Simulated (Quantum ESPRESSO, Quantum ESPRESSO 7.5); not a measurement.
## germanene, 1 layer: solver and mixing choices

Which eigensolver and mixing suits germanene, 1 layer? The physics should not care; the clock does.

Main program and level: Quantum ESPRESSO 7.5; plane-wave DFT, PBE, PseudoDojo norm-conserving pseudopotentials.

**1. Starting point**

The cell holds 2 atoms: 2 Ge. Cell: a = 4.060 Å, b = 4.060 Å, c = 17.690 Å, α = 90.0°, β = 90.0°, γ = 120.0°. It derives from Ge. Vacuum lies along c.

**2. Self-consistent run: david, local-TF mixing, beta 0.4, history 8**

The first run is the reference of the series.

File c0.in:

```
&control
  prefix = 'c0'
  outdir = './out'
  pseudo_dir = './pseudo'
  calculation = 'scf'
  tprnfor = .true.
/
&system
  ibrav = 0
  nat = 2
  ntyp = 1
  ecutwfc = 70
  ecutrho = 280
  occupations = 'smearing'
  smearing = 'fd'
  degauss = 0.004
  assume_isolated = 'esm'
  esm_bc = 'bc1'
/
&electrons
  conv_thr = 1e-07
  mixing_beta = 0.4
  electron_maxstep = 80
  mixing_mode = 'local-TF'
  diagonalization = 'david'
  mixing_ndim = 8
/
ATOMIC_SPECIES
  Ge  72.6300  Ge.dojo-sr-pbe-0.4.1-standard.upf
CELL_PARAMETERS angstrom
  4.06000000000000 0.00000000000000 0.00000000000000
  -2.03000000000000 3.51606313936482 0.00000000000000
  0.00000000000000 0.00000000000000 17.69000000000000
ATOMIC_POSITIONS crystal
  Ge  0.666666666667 0.333333333333 -0.019502543810
  Ge  0.333333333333 0.666666666667 0.019502543810
K_POINTS automatic
  6 6 1 0 0 0
```

Run with:

```bash
> OMP_NUM_THREADS=1 mpirun -n 4 pw.x -nk 2 -in c0.in > c0.out
```

Log:

```text
Program PWSCF v.7.5 starts
[citation notice left out]

     Parallel version (MPI & OpenMP), running on       4 processor cores
     Number of MPI processes:                 4
     Threads/MPI process:                     1

     MPI processes distributed on     1 nodes
[...]
Current dimensions of program PWSCF are:
     Max number of different atomic species (ntypx) = 10
     Max number of k-points (npk) =  40000
     Max angular momentum in pseudopotentials (lmaxx) =  4
     Message from routine setup:
     using ibrav=0 with symmetry is DISCOURAGED, use correct ibrav instead

     K-points division:     npool     =       2
     R & G space division:  proc/nbgrp/npool/nimage =       2
     Subspace diagonalization in iterative solution of the eigenvalue problem:
     a serial algorithm will be used

     Parallelization info
     --------------------
     sticks:   dense  smooth     PW     G-vecs:    dense   smooth      PW
     Min         571     571    156                67418    67418   10178
     Max         576     576    157                67419    67419   10197
     Sum        1147    1147    313               134837   134837   20375

     Using Slab Decomposition

     bravais-lattice index     =            0
     lattice parameter (alat)  =       7.6723  a.u.
     unit-cell volume          =    1704.1473 (a.u.)^3
     number of atoms/cell      =            2
     number of atomic types    =            1
     number of electrons       =        28.00
     number of Kohn-Sham states=           18
     kinetic-energy cutoff     =      70.0000  Ry
     charge density cutoff     =     280.0000  Ry
     scf convergence threshold =      1.0E-07
     mixing beta               =       0.4000
     number of iterations used =            8  local-TF  mixing
     Exchange-correlation= PBE
                           (   1   4   3   4   0   0   0)

     Effective Screening Medium Method
     =================================
     Boundary Conditions: Vacuum-Slab-Vacuum
     total charge in unit cell        =   0.0000
     grid points for fit at edges     =        4

     celldm(1)=   7.672288  celldm(2)=   0.000000  celldm(3)=   0.000000
     celldm(4)=   0.000000  celldm(5)=   0.000000  celldm(6)=   0.000000

     crystal axes: (cart. coord. in units of alat)
               a(1) = (   1.000000   0.000000   0.000000 )
               a(2) = (  -0.500000   0.866025   0.000000 )
               a(3) = (   0.000000   0.000000   4.357143 )

     reciprocal axes: (cart. coord. in units 2 pi/alat)
               b(1) = (  1.000000  0.577350 -0.000000 )
               b(2) = (  0.000000  1.154701  0.000000 )
               b(3) = (  0.000000 -0.000000  0.229508 )

     PseudoPot. # 1 for Ge read from file:
     ./pseudo/Ge.dojo-sr-pbe-0.4.1-standard.upf
     Pseudo is Norm-conserving + core correction, Zval = 14.0
     Generated using ONCVPSP code by D. R. Hamann
     Using radial grid of 1560 points,  6 beta functions with:
                l(1) =   0
                l(2) =   0
                l(3) =   1
                l(4) =   1
                l(5) =   2
                l(6) =   2

     atomic species   valence    mass     pseudopotential
     Ge               14.00    72.63000     Ge( 1.00)

     12 Sym. Ops., with inversion, found

   Cartesian axes

     site n.     atom                  positions (alat units)
         1        Ge     tau(   1) = (   0.5000000   0.2886751  -0.0849754  )
         2        Ge     tau(   2) = (  -0.0000000   0.5773503   0.0849754  )

     number of k points=     7  Fermi-Dirac smearing, width (Ry)=  0.0040
                       cart. coord. in units 2pi/alat
        k(    1) = (   0.0000000   0.0000000   0.0000000), wk =   0.0555556
        k(    2) = (   0.0000000   0.1924501   0.0000000), wk =   0.3333333
        k(    3) = (   0.0000000   0.3849002   0.0000000), wk =   0.3333333
        k(    4) = (   0.0000000  -0.5773503   0.0000000), wk =   0.1666667
        k(    5) = (   0.1666667   0.2886751   0.0000000), wk =   0.3333333
        k(    6) = (   0.1666667   0.4811252   0.0000000), wk =   0.6666667
        k(    7) = (   0.3333333   0.5773503   0.0000000), wk =   0.1111111

     Dense  grid:   134837 G-vectors     FFT dimensions: (  45,  45, 180)

     Estimated max dynamical RAM per process >      87.26 MB

     Estimated total dynamical RAM >     316.11 MB

     Initial potential from superposition of free atoms

     starting charge      27.9984, renormalised to      28.0000

     negative rho (up, down):  2.528E-05 0.000E+00
     Starting wfcs are   18 randomized atomic wfcs

     total cpu time spent up to now is        0.6 secs

     per-process dynamical memory:    48.5 Mb

     Self-consistent Calculation

     iteration #  1     ecut=    70.00 Ry     beta= 0.40
     Davidson diagonalization with overlap
     ethr =  1.00E-02,  avg # of iterations =  5.4

     Threshold (ethr) on eigenvalues was too large:
     Diagonalizing with lowered threshold

     Davidson diagonalization with overlap
     c_bands:  1 eigenvalues not converged
     c_bands:  1 eigenvalues not converged
     ethr =  3.76E-05,  avg # of iterations = 19.0

     total cpu time spent up to now is        5.8 secs

     total energy              =    -357.21685737 Ry
     estimated scf accuracy    <       0.03648765 Ry

     iteration #  2     ecut=    70.00 Ry     beta= 0.40
[...]
total energy              =    -357.20932223 Ry
     estimated scf accuracy    <       0.02263172 Ry

     iteration #  3     ecut=    70.00 Ry     beta= 0.40
[...]
total energy              =    -357.20984597 Ry
     estimated scf accuracy    <       0.00353761 Ry

     iteration #  4     ecut=    70.00 Ry     beta= 0.40
[...]
c_bands:  1 eigenvalues not converged
[...]
total energy              =    -357.21072135 Ry
     estimated scf accuracy    <       0.00117248 Ry

     iteration #  5     ecut=    70.00 Ry     beta= 0.40
[...]
c_bands:  1 eigenvalues not converged
[...]
negative rho (up, down):  1.576E-08 0.000E+00

[...]
total energy              =    -357.21074471 Ry
     estimated scf accuracy    <       0.00075139 Ry

     iteration #  6     ecut=    70.00 Ry     beta= 0.40
[...]
c_bands:  1 eigenvalues not converged
[...]
negative rho (up, down):  3.774E-08 0.000E+00

[...]
total energy              =    -357.21088328 Ry
     estimated scf accuracy    <       0.00029316 Ry

     iteration #  7     ecut=    70.00 Ry     beta= 0.40
[...]
c_bands:  1 eigenvalues not converged
[...]
negative rho (up, down):  2.449E-03 0.000E+00

[...]
total energy              =    -357.21075115 Ry
     estimated scf accuracy    <       0.00021734 Ry

     iteration #  8     ecut=    70.00 Ry     beta= 0.40
[...]
c_bands:  1 eigenvalues not converged
[...]
negative rho (up, down):  2.113E-03 0.000E+00

[...]
total energy              =    -357.21059955 Ry
     estimated scf accuracy    <       0.00005635 Ry

     iteration #  9     ecut=    70.00 Ry     beta= 0.40
[...]
negative rho (up, down):  6.991E-04 0.000E+00

[...]
total energy              =    -357.21044368 Ry
     estimated scf accuracy    <       0.00000782 Ry

     iteration # 10     ecut=    70.00 Ry     beta= 0.40
[...]
c_bands:  1 eigenvalues not converged
[...]
negative rho (up, down):  1.969E-04 0.000E+00

[...]
total energy              =    -357.21040351 Ry
     estimated scf accuracy    <       0.00000620 Ry

     iteration # 11     ecut=    70.00 Ry     beta= 0.40
[...]
c_bands:  1 eigenvalues not converged
[...]
total energy              =    -357.21035730 Ry
     estimated scf accuracy    <       0.00000201 Ry

     iteration # 12     ecut=    70.00 Ry     beta= 0.40
[...]
c_bands:  1 eigenvalues not converged
[...]
negative rho (up, down):  1.081E-05 0.000E+00

[...]
total energy              =    -357.21034523 Ry
     estimated scf accuracy    <       0.00000044 Ry

     iteration # 13     ecut=    70.00 Ry     beta= 0.40
[...]
c_bands:  1 eigenvalues not converged
[...]
negative rho (up, down):  1.401E-07 0.000E+00

[...]
total energy              =    -357.21034759 Ry
     estimated scf accuracy    <       0.00000018 Ry

     iteration # 14     ecut=    70.00 Ry     beta= 0.40
[...]
c_bands:  1 eigenvalues not converged
[...]
End of self-consistent calculation

          k = 0.0000 0.0000 0.0000 ( 16811 PWs)   bands (ev):

   -29.0067 -29.0067 -28.9569 -28.9569 -28.9481 -28.8866 -28.7849 -28.7849
   -28.7530 -28.7530 -15.6482  -7.9859  -4.9254  -4.9254  -4.0389  -2.1616
    -0.6250  -0.6249

          k = 0.0000 0.1925 0.0000 ( 16856 PWs)   bands (ev):

   -29.0166 -29.0155 -28.9686 -28.9441 -28.9310 -28.8727 -28.8067 -28.8065
   -28.7408 -28.7327 -15.3507  -8.4730  -6.4993  -5.4358  -2.5427  -2.0755
    -0.4852   0.3782

          k = 0.0000 0.3849 0.0000 ( 16870 PWs)   bands (ev):

   -29.0252 -29.0222 -28.9870 -28.9274 -28.9211 -28.8445 -28.8296 -28.8242
   -28.7371 -28.7107 -14.5010 -10.4608  -6.2256  -6.1471  -3.1386  -2.3827
     0.1494   1.1752

          k = 0.0000-0.5774 0.0000 ( 16844 PWs)   bands (ev):

   -29.0279 -29.0168 -29.0011 -28.9222 -28.9221 -28.8420 -28.8373 -28.8119
   -28.7420 -28.7024 -13.6494 -11.8232  -6.4248  -5.6138  -3.7769  -2.8404
     0.9566   2.3785

          k = 0.1667 0.2887 0.0000 ( 16866 PWs)   bands (ev):

   -29.0294 -29.0184 -28.9816 -28.9363 -28.9068 -28.8577 -28.8256 -28.8219
   -28.7459 -28.7071 -14.7708  -9.8149  -6.5264  -6.3383  -2.4215  -1.1961
    -0.6429   0.5978

          k = 0.1667 0.4811 0.0000 ( 16850 PWs)   bands (ev):

   -29.0408 -29.0129 -28.9980 -28.9228 -28.8964 -28.8512 -28.8390 -28.8147
   -28.7642 -28.6860 -13.7380 -11.5389  -7.3809  -5.4653  -3.5454  -1.1367
     0.5956   0.9989

[...]
the Fermi energy is    -4.4629 ev

!    total energy              =    -357.21034690 Ry
     estimated scf accuracy    <          3.0E-09 Ry
     smearing contrib. (-TS)   =      -0.00061783 Ry
     internal energy E=F+TS    =    -357.20972907 Ry

     The total energy is F=E-TS. E is the sum of the following terms:
     one-electron contribution =      70.61194363 Ry
     hartree contribution      =     -30.27156900 Ry
     xc contribution           =     -87.13288086 Ry
     ewald contribution        =    -310.41722283 Ry

     convergence has been achieved in  14 iterations

     Forces acting on atoms (cartesian axes, Ry/au):

     atom    1 type  1   force =     0.00000000    0.00000000    0.00178220
     atom    2 type  1   force =    -0.00000000   -0.00000000   -0.00178220

     Total force =     0.002520     Total SCF correction =     0.000105

[...]
=------------------------------------------------------------------------------=
   JOB DONE.
=------------------------------------------------------------------------------=
```

It took 31 s on 4 MPI ranks of Arm Neoverse V1, shared host; peak memory 0.44 GiB; 2.1 min of CPU time.

This step gave:

```
free energy                                                    : -4860.0944 eV
energy at zero smearing                                        : -4860.0902 eV
Fermi energy                                                   : -4.463 eV
valence top, on the run's zero                                 : -4.463 eV
conduction bottom, on the run's zero                           : -4.463 eV
gap by band count                                              : 6.54e-9 eV
vacuum line at the lower end of the cell, over the Fermi level : 4.463 eV
vacuum line at the upper end of the cell, over the Fermi level : 4.463 eV
```

Electrostatic potential energy of an electron; zero at the Fermi level. The potential energy, planar mean by z:

```csv
z (Å),"potential energy, planar mean (eV)"
-8.5,4.46
-8.0,4.46
-7.5,4.46
-7.0,4.46
-6.5,4.46
-6.0,4.46
-5.5,4.46
-5.0,4.46
-4.5,4.46
-4.0,4.46
-3.5,4.46
-3.0,4.43
-2.5,4.35
-2.0,4.05
-1.5,2.95
-1.0,-0.902
-0.5,-6.88
0.0,-10.1
0.5,-6.88
1.0,-0.902
1.5,2.95
2.0,4.05
2.5,4.35
3.0,4.43
3.5,4.46
4.0,4.46
4.5,4.46
5.0,4.46
5.5,4.46
6.0,4.46
6.5,4.46
7.0,4.46
7.5,4.46
8.0,4.46
8.5,4.46
```

The program's own clock; routines nest. Time by routine:

```csv
routine,wall time (s),calls
PWSCF,30.51,1
electrons,29.67,1
c_bands,20.37,15
cegterg,18.45,60
h_psi,16.14,579
fftw,15.84,8616
vloc_psi,14.89,579
mix_rho,5.84,15
ffts,3.61,1460
sum_band,2.43,15
v_of_rho,0.91,15
calbec,0.62,595
init_run,0.61,1
add_vuspsi,0.61,579
```

By band count these two levels touch or overlap: there is no gap, and they are no band edges.

The vacuum levels are read from the outermost 0.7 Å of the cell on either side.

The run needed 14 iterations to bring the estimated error under 1e-07 Ry; the largest force on any atom, held or free, is 0.05 eV/Å.

Inside the slab this potential holds the local part of the pseudopotentials, which can be repulsive at the nuclei; only its value in the vacuum has a meaning of its own.

**3. SCF with pw.x: david, plain mixing, beta 0.4, history 8**

c1.in is the input of step 2 with these lines changed:

```diff
@@ -1,3 +1,3 @@
 &control
-  prefix = 'c0'
+  prefix = 'c1'
   outdir = './out'
@@ -23,3 +23,3 @@
   electron_maxstep = 80
-  mixing_mode = 'local-TF'
+  mixing_mode = 'plain'
   diagonalization = 'david'
```

Run with:

```bash
> OMP_NUM_THREADS=1 mpirun -n 4 pw.x -nk 2 -in c1.in > c1.out
```

Log:

```text
[banner, memory and clock lines left out]
Program PWSCF v.7.5 starts
[...]
Message from routine setup:
[...]
number of electrons       =        28.00
     number of Kohn-Sham states=           18
     kinetic-energy cutoff     =      70.0000  Ry
     charge density cutoff     =     280.0000  Ry
[...]
number of k points=     7  Fermi-Dirac smearing, width (Ry)=  0.0040
[...]
Dense  grid:   134837 G-vectors     FFT dimensions: (  45,  45, 180)
[...]
negative rho (up, down):  2.528E-05 0.000E+00
     Starting wfcs are   18 randomized atomic wfcs
[...]
negative rho (up, down):  6.412E-06 0.000E+00
[...]
estimated scf accuracy    <       0.03648765 Ry
[...]
estimated scf accuracy    <       0.01138969 Ry
[...]
estimated scf accuracy    <       0.00084794 Ry
[...]
estimated scf accuracy    <       0.00171218 Ry
[...]
estimated scf accuracy    <       0.00350610 Ry
[...]
estimated scf accuracy    <       0.00341792 Ry
[...]
estimated scf accuracy    <       0.00211136 Ry
[...]
estimated scf accuracy    <       0.00217478 Ry
[...]
estimated scf accuracy    <       0.00147051 Ry
[...]
estimated scf accuracy    <       0.00126319 Ry
[...]
estimated scf accuracy    <       0.00065653 Ry
[...]
estimated scf accuracy    <       0.00044465 Ry
[...]
estimated scf accuracy    <       0.00010159 Ry
[...]
estimated scf accuracy    <       0.00010752 Ry
[...]
estimated scf accuracy    <       0.00011366 Ry
[...]
estimated scf accuracy    <       0.00010882 Ry
[...]
estimated scf accuracy    <       0.00001852 Ry
[...]
estimated scf accuracy    <       0.00001375 Ry
[...]
estimated scf accuracy    <       0.00001442 Ry
[...]
estimated scf accuracy    <       0.00003294 Ry
[...]
estimated scf accuracy    <       0.00003727 Ry
[...]
estimated scf accuracy    <       0.00001081 Ry
[...]
estimated scf accuracy    <       0.00000999 Ry
[...]
estimated scf accuracy    <       0.00000672 Ry
[...]
estimated scf accuracy    <       0.00000420 Ry
[...]
the Fermi energy is    -4.4634 ev
!    total energy              =    -357.21034678 Ry
     estimated scf accuracy    <       0.00000004 Ry
     smearing contrib. (-TS)   =      -0.00061783 Ry
     internal energy E=F+TS    =    -357.20972895 Ry
[...]
one-electron contribution =      70.61005568 Ry
     hartree contribution      =     -30.26961850 Ry
     xc contribution           =     -87.13294329 Ry
     ewald contribution        =    -310.41722283 Ry
     convergence has been achieved in  26 iterations
[...]
Total force =     0.003121     Total SCF correction =     0.001963
[...]
```

Wall time 35 s (4 MPI ranks); peak memory 0.42 GiB.

This step gave:

| Item | Value |
| --- | --- |
| gap by band count | 3.10e-8 eV |

The program's own clock; routines nest. Time by routine:

| routine | wall time (s) | calls |
| --- | --- | --- |
| PWSCF | 34.93 | 1 |
| electrons | 34.12 | 1 |
| c_bands | 27.84 | 27 |
| cegterg | 25.41 | 108 |
| fftw | 23.1 | 12814 |
| h_psi | 22.62 | 580 |
| vloc_psi | 20.96 | 580 |
| sum_band | 4.23 | 27 |
| v_of_rho | 1.62 | 27 |
| calbec | 0.82 | 596 |
| add_vuspsi | 0.81 | 580 |
| h_psi:calbec | 0.78 | 580 |
| fft | 0.73 | 281 |
| init_run | 0.59 | 1 |

By band count these two levels touch or overlap: there is no gap, and they are no band edges.

Counted from each run's own zero (the Fermi level), the vacuum level differs from the first run's by +0 meV.

**4. SCF with pw.x: david, plain mixing, beta 0.7, history 8**

c2.in is the input of step 3 with these lines changed:

```diff
@@ -1,3 +1,3 @@
 &control
-  prefix = 'c1'
+  prefix = 'c2'
   outdir = './out'
@@ -21,3 +21,3 @@
   conv_thr = 1e-07
-  mixing_beta = 0.4
+  mixing_beta = 0.7
   electron_maxstep = 80
```

Run with:

```bash
> OMP_NUM_THREADS=1 mpirun -n 4 pw.x -nk 2 -in c2.in > c2.out
```

Log:

```text
[banner, memory and clock lines left out]
Program PWSCF v.7.5 starts
[...]
Message from routine setup:
[...]
number of electrons       =        28.00
     number of Kohn-Sham states=           18
     kinetic-energy cutoff     =      70.0000  Ry
     charge density cutoff     =     280.0000  Ry
[...]
number of k points=     7  Fermi-Dirac smearing, width (Ry)=  0.0040
[...]
Dense  grid:   134837 G-vectors     FFT dimensions: (  45,  45, 180)
[...]
negative rho (up, down):  2.528E-05 0.000E+00
     Starting wfcs are   18 randomized atomic wfcs
[...]
negative rho (up, down):  2.707E-07 0.000E+00
[...]
estimated scf accuracy    <       0.03648765 Ry
[...]
estimated scf accuracy    <       0.00182092 Ry
[...]
estimated scf accuracy    <       0.00068445 Ry
[...]
estimated scf accuracy    <       0.00002059 Ry
[...]
negative rho (up, down):  8.283E-07 0.000E+00
[...]
estimated scf accuracy    <       0.00000683 Ry
[...]
estimated scf accuracy    <       0.00004864 Ry
[...]
estimated scf accuracy    <       0.00000042 Ry
[...]
the Fermi energy is    -4.4635 ev
!    total energy              =    -357.21034687 Ry
     estimated scf accuracy    <       0.00000002 Ry
     smearing contrib. (-TS)   =      -0.00061783 Ry
     internal energy E=F+TS    =    -357.20972904 Ry
[...]
one-electron contribution =      70.61412655 Ry
     hartree contribution      =     -30.27385249 Ry
     xc contribution           =     -87.13278026 Ry
     ewald contribution        =    -310.41722283 Ry
     convergence has been achieved in   8 iterations
[...]
Total force =     0.002586     Total SCF correction =     0.000814
[...]
```

Wall time 20 s (4 MPI ranks); peak memory 0.39 GiB; 79 s of CPU time.

Read from the output:

```
valence top, on the run's zero       : -4.464 eV
conduction bottom, on the run's zero : -4.464 eV
gap by band count                    : 1.76e-9 eV
```

The program's own clock; routines nest. Time by routine:

```
     routine  wall time (s)  calls
       PWSCF          19.32      1
   electrons           18.5      1
     c_bands          16.46      9
     cegterg          15.27     36
       h_psi          13.36    377
        fftw          12.73   7050
    vloc_psi          12.37    377
    sum_band           1.42      9
    init_run            0.6      1
    v_of_rho           0.55      9
      calbec            0.5    393
  add_vuspsi           0.48    377
h_psi:calbec           0.47    377
     wfcinit           0.37      1
```

By band count these two levels touch or overlap: there is no gap, and they are no band edges.

Counted from each run's own zero (the Fermi level), the vacuum level differs from the first run's by +1 meV.

[end of part 1 of 3]

[Logs are printed without paths, hosts, clocks, repeated set-up lines and the standing remarks that a program may print on its own settings, such as how far it seeks lower states.]

[Hosts, paths, dates, database ids (printed as entryN), source tags and the programs' standing remarks are cut or masked in the printed files.]

[Maps of the electrostatic potential energy from Ansatz leave out the sawtooth potential of an applied field or a dipole correction, so their vacuum need not be flat; planar profiles and work functions include it.]
